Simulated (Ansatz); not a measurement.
# Relaxing amorphous carbon (111 atoms)

How does amorphous carbon (111 atoms) relax, and what do bonds, charges and levels look like afterwards?

Method: Kohn-Sham DFT, r2SCAN, PAW (set soft_2), plane waves, in Ansatz 0.2.0.

## Step 1: The starting structure

The cell holds 111 atoms: 111 C. Its edges and angles: a = 8.867 Å, b = 8.867 Å, c = 8.867 Å, α = 90.0°, β = 90.0°, γ = 90.0°. 111 atoms (111 C) placed at random at 3.18 g/cm³, melted at 6000 K for 10 ps at fixed volume with the Tersoff potential (Tersoff, Phys. Rev. B 39, 5566 (1989)). Quenched from 6000 K to 300 K at 100 K/ps and fixed volume, annealed at 1500 K for 20 ps, held 5 ps.

What the set-up can't give: The quench rate of 100 K/ps is many orders above laboratory rates, so the cell is likely richer in defects and strain than a real sample. The starting topology of bonds comes from the classical model.

## Step 2: Single point at the start

The forces at the start show how far the geometry lies from a minimum of this functional.

File input.yaml:

```yaml
crystal:
  lattice:
    - [8.8666, 0.0, 0.0]
    - [0.0, 8.8666, 0.0]
    - [0.0, 0.0, 8.8666]
  atoms:
    - { symbol: C, position: [0.79867, 0.41882, 0.37374] }
    - { symbol: C, position: [0.91418, 0.67519, 0.32489] }
    - { symbol: C, position: [0.55074, 0.94754, 0.31681] }
    - { symbol: C, position: [0.73376, 0.12877, 0.19143] }
    [... 101 atom lines left out ...]
    - { symbol: C, position: [0.05964, 0.04915, 0.72579] }
    - { symbol: C, position: [0.67414, 0.51373, 0.62735] }
    - { symbol: C, position: [0.65624, 0.56554, 0.96783] }
    - { symbol: C, position: [0.55624, 0.33108, 0.16431] }
    - { symbol: C, position: [0.55308, 0.82144, 0.7768] }
    - { symbol: C, position: [0.81402, 0.39366, 0.2094] }
kpoints:
  mp_grid: { grid: [2, 2, 2] }
hamiltonian:
  xc: r2scan
scf:
  occupations: { method: fermi_dirac, width: 0.025 }
output:
  forces: true
  stress: true
  populations: true
  dos:
    method: { smearing: { sigma: 0.08 } }
    de: 0.1
    projected: { site_lists: { C: [C] } }
  eigenvalues: true
```

On the command line:

```console
$ ansatz run input.yaml --threads 8 --pin off --max-ram 15872MiB --backend cpu --events-out ev --progress --plain --runs-dir out
```

Run time: 1.9 min. Hardware: 8 threads of Arm Neoverse V1, shared host; peak memory 12 GiB.

The run gave:

* free energy: -27821.9825 eV
* free energy per atom: -250.6485 eV/atom
* SCF cycles: 13
* pressure: 15.08 GPa
* r.m.s. force component: 1.507 eV/Å
* longest force: 5.26 eV/Å
* Fermi energy: 12.33 eV
* levels partly filled by over 2 per cent: 12
* spilling of the projection: 0.006325

The r.m.s. force component of 1.5 eV/Å and the pressure of 15 GPa set the starting point.

Neighbours are counted within 1.93 Å (C-C).

Length of the force by element and coordination:

```
element  coordination  atoms  mean length of the force (eV/Å)  spread  least  most
      C           all    111                             2.41    1.01  0.629  5.26
      C             3     62                             2.65   0.988  0.863  5.24
      C             4     49                             2.10   0.947  0.629  5.26
```

## Step 3: Relaxation

The atoms are relaxed in the fixed cell, aiming at the force tolerance of the input.

input.yaml, the sections that differ from step 2:

```yaml
output:
  forces: true
relax:
  f_tol: 0.05
  max_steps: 74
# crystal, kpoints, hamiltonian, scf: as in step 2
```

Run time: 16 min. Hardware: 8 threads; peak memory 12 GiB; 2 h of CPU time.

The steps of the relaxation (22 of 23):

```
step  energy less that of the first step (eV)  largest force component (eV/Å)
   1                                   0.0000                          4.2809
   2                                  -9.6486                          2.9641
   3                                 -15.8357                          3.5516
   4                                 -20.2728                          2.1036
   5                                 -23.3019                          1.8470
   6                                 -23.7167                          4.5004
   7                                 -26.0294                          1.6947
   8                                 -26.1952                          6.3257
   9                                 -27.6851                          1.7066
  10                                 -28.2489                          1.2367
  11                                 -28.6435                          1.0142
  13                                 -29.1693                          0.7595
  14                                 -29.2680                          0.4857
  15                                 -29.2942                          0.2354
  16                                 -29.3071                          0.1883
  17                                 -29.3175                          0.1757
  18                                 -29.3284                          0.1297
  19                                 -29.3418                          0.2355
  20                                 -29.3493                          0.1866
  21                                 -29.3549                          0.0881
  22                                 -29.3556                          0.0676
  23                                 -29.3561                          0.0240
```

The atoms that moved most (Å):

```csv
atom,dx,dy,dz,length
C23,0.222,0.020,0.656,0.693
C35,0.344,0.096,0.489,0.605
C13,-0.112,-0.131,-0.530,0.557
C64,0.408,0.326,-0.134,0.539
C5,-0.307,0.398,-0.127,0.519
C98,-0.246,0.430,-0.123,0.511
C24,-0.005,0.389,-0.316,0.501
C88,0.263,-0.373,0.200,0.498
```

The relaxation changed the energy by -264 meV/atom, and atoms moved by 0.28 Å r.m.s., 0.69 Å at most.

## Step 4: Distances and neighbours after relaxation

Bonds before and after, by the cutoffs listed below:

```
pair  bonds before  bonds after  mean before (Å)  mean after (Å)  spread before (Å)  spread after (Å)
 C-C           191          212            1.499           1.545              0.068             0.084
```

Density 3.18 g/cm³, 6.280 Å³ an atom.

Pair distribution function in bins of 0.1 Å:

```csv
r (Å),total
1.25,0.00
1.35,0.30
1.45,2.39
1.55,3.70
1.65,1.37
1.75,0.30
1.85,0.00
1.95,0.00
2.05,0.04
2.15,0.17
2.25,0.48
2.35,1.30
2.45,2.33
2.55,1.92
2.65,1.49
2.75,1.26
2.85,1.02
2.95,0.95
3.05,0.80
3.15,0.87
3.25,0.86
3.35,0.76
3.45,0.77
3.55,0.89
3.65,1.07
3.75,1.23
3.85,1.08
3.95,0.95
4.05,0.87
4.15,0.91
4.25,0.96
4.35,1.07
```

Bonds by pair of elements; cutoffs follow the first minimum of g(r), held within bounds set by covalent radii, and pairs that aren't listed don't count as bonded:

| pair A-B | cutoff (Å) | bonds | mean length (Å) | spread (Å) | shortest (Å) | B about A | A about B |
| --- | --- | --- | --- | --- | --- | --- | --- |
| C-C | 1.93 | 212 | 1.54 | 0.084 | 1.32 | 3.82 | 3.82 |

How many atoms have how many bonded neighbours:

```csv
element,mean,3,4
C,3.82,20,91
```

Bond angles (no mean is given where the spread exceeds 20°):

```csv
angle,count,mean (°),spread (°)
C-C-C,606,110,11.6
```

Bond length by coordination (bonds to H left out):

```csv
element,coordination,atoms,mean bond length (Å)
C,3,20,1.47
C,4,91,1.56
```

Rings of the network by King's shortest-path rule, up to 12 atoms, one path for each pair of neighbours; H, halogens, alkali and alkaline-earth atoms are left out, and the last column divides by all other atoms, bonded or not:

```
ring size (atoms)  rings  per network atom
                3      2             0.018
                4      6             0.054
                5     31             0.279
                6     66             0.595
                7     49             0.441
                8     19             0.171
                9      2             0.018
```

With the cutoffs above, 82 % of C atoms have 4 bonded neighbours. The C-C-C angle averages 110° with a spread of 12°. Read as hybridisation, 82 % of the carbon is sp3 and 18 % sp2. Bonds at C atoms with 3 neighbours average 1.47 Å, against 1.56 Å at those with 4. Rings of 6 atoms are the most common (38 % of those counted); sizes run from 3 to 9.

## Step 5: Single point at the relaxed geometry

The electronic structure is read at the final geometry, in a run of its own.

File input.yaml:

```yaml
crystal:
  lattice:
    - [8.8666, 0.0, 0.0]
    - [0.0, 8.8666, 0.0]
    - [0.0, 0.0, 8.8666]
  atoms:
    - { symbol: C, position: [0.79471, 0.41819, 0.36007] }
    - { symbol: C, position: [0.917, 0.69157, 0.34491] }
    - { symbol: C, position: [0.56139, 0.93386, 0.31143] }
    - { symbol: C, position: [0.73114, 0.10883, 0.18229] }
    [... 101 atom lines left out ...]
    - { symbol: C, position: [0.05434, 0.07269, 0.74191] }
    - { symbol: C, position: [0.67428, 0.50998, 0.64325] }
    - { symbol: C, position: [0.65453, 0.53464, 0.0007] }
    - { symbol: C, position: [0.57266, 0.33526, 0.18322] }
    - { symbol: C, position: [0.55927, 0.81893, 0.77001] }
    - { symbol: C, position: [0.82628, 0.39333, 0.19615] }
kpoints:
  mp_grid: { grid: [2, 2, 2] }
hamiltonian:
  xc: r2scan
scf:
  occupations: { method: fermi_dirac, width: 0.025 }
output:
  forces: true
  stress: true
  populations: true
  dos:
    method: { smearing: { sigma: 0.08 } }
    de: 0.1
    projected: { site_lists: { C: [C] } }
  eigenvalues: true
  write_density: true
  write_potential: true
  volumetric_format: npy
  elf: true
```

Run time: 1.8 min. Hardware: 8 threads; peak memory 12 GiB.

The run gave:

* free energy: -27851.3386 eV
* free energy per atom: -250.9130 eV/atom
* SCF cycles: 13
* pressure: 3.093 GPa
* r.m.s. force component: 0.00593 eV/Å
* longest force: 0.02992 eV/Å
* Fermi energy: 12.29 eV
* levels partly filled by over 2 per cent: 7
* spilling of the projection: 0.005361

The mean of these charges, 0.021 e, is only the charge that the projection spills.

Löwdin charges by element and coordination (they lack the spilled electrons, 0.021 e an atom on average):

| element | coordination | atoms | mean charge (e) | spread | least | most |
| --- | --- | --- | --- | --- | --- | --- |
| C | all | 111 | 0.0214 | 0.0301 | -0.127 | 0.143 |
| C | 3 | 20 | -0.0015 | 0.0563 | -0.127 | 0.143 |
| C | 4 | 91 | 0.0265 | 0.0164 | -0.027 | 0.0753 |

Density of states as counts of states in windows of 1 eV (from the Fermi level), total and the larger projections:

```csv
from (eV),to (eV),total,C p,C s
-14,-13,17.5,10.8,6.6
-13,-12,18.4,12.5,5.8
-12,-11,20.4,15.1,5.2
-11,-10,21.2,16.7,4.3
-10,-9,25.6,21.5,4.0
-9,-8,28.5,24.7,3.6
-8,-7,30.3,27.2,3.0
-7,-6,34.5,31.7,2.7
-6,-5,35.8,33.5,2.2
-5,-4,33.5,31.7,1.7
-4,-3,29.7,28.2,1.4
-3,-2,16.8,16.0,0.7
-2,-1,9.1,8.5,0.5
-1,0,5.8,5.3,0.5
0,1,6.2,5.5,0.5
1,2,7.1,6.0,0.9
2,3,9.1,7.5,1.2
3,4,12.3,8.8,2.7
4,5,22.8,15.9,5.0
```

The curve was stored every 0.10 eV, coarse against its broadening of 0.08 eV, so these counts are rough.

Between -24 and -14 eV lie 117 more states.

The levels nearest the highest filled one (over half full), pooled over k-points and spins:

```csv
level less the highest filled one (eV),occupation
-0.0797,1.99
-0.0779,1.99
-0.0609,1.98
-0.0496,1.97
-0.014,1.87
0,1.78
0.123,0.116
0.125,0.106
0.143,0.052
0.145,0.049
0.146,0.046
0.159,0.028
```

Löwdin charges run from -0.13 to +0.14 e, about a mean that is the spilled charge alone. Within 0.4 eV of the Fermi level the largest share is C p (91 % of the projected weight).

## Step 6: Outcome

```json
{
 "energy change in the relaxation": "-264.5 meV/atom",
 "r.m.s. displacement": "0.282 Å",
 "largest displacement": "0.693 Å",
 "free energy per atom": "-250.9130 eV/atom",
 "pressure": "3.093 GPa",
 "r.m.s. force component": "0.00593 eV/Å",
 "wall time of the 3 DFT runs": "20 min"
}
```

What this shows: Relaxation lowers the energy by 264 meV/atom and moves atoms by 0.28 Å r.m.s.; the r.m.s. force component goes from 1.5 to 0.0059 eV/Å, the pressure goes from 15 to 3.1 GPa. By the final cutoffs 0 of 191 bonded pairs parted and 21 joined. First to last step the energy falls by 29.356 eV; the largest move, 0.69 Å, is that of C23. The C-C bonds go from 1.499 Å (spread 0.068) to 1.545 Å (spread 0.084), and their number from 191 to 212. With the cutoffs above, 82 % of C atoms have 4 bonded neighbours. Read as hybridisation, 82 % of the carbon is sp3 and 18 % sp2. Counting bands leaves a spacing of only 0.12 eV (on the run's k-points), which the smearing bridges: 7 levels are partly filled by over 2 %, so a gap, if any, is small at this level.

Caveats: The starting topology of bonds comes from the classical model; in DFT 0 of its 191 bonded pairs passed out of the cutoffs and 21 came within them. The stress is far from hydrostatic: its diagonal is -5.0, 11.6, 2.7 GPa, compression counted positive. The pressure of 3.1 GPa says that the cell would expand at this level of theory.

[Logs are printed without paths, hosts, clocks, repeated set-up lines and the standing remarks that a program may print on its own settings, such as how far it seeks lower states.]

[Hosts, paths, dates, database ids (printed as entryN), source tags and the programs' standing remarks are cut or masked in the printed files.]
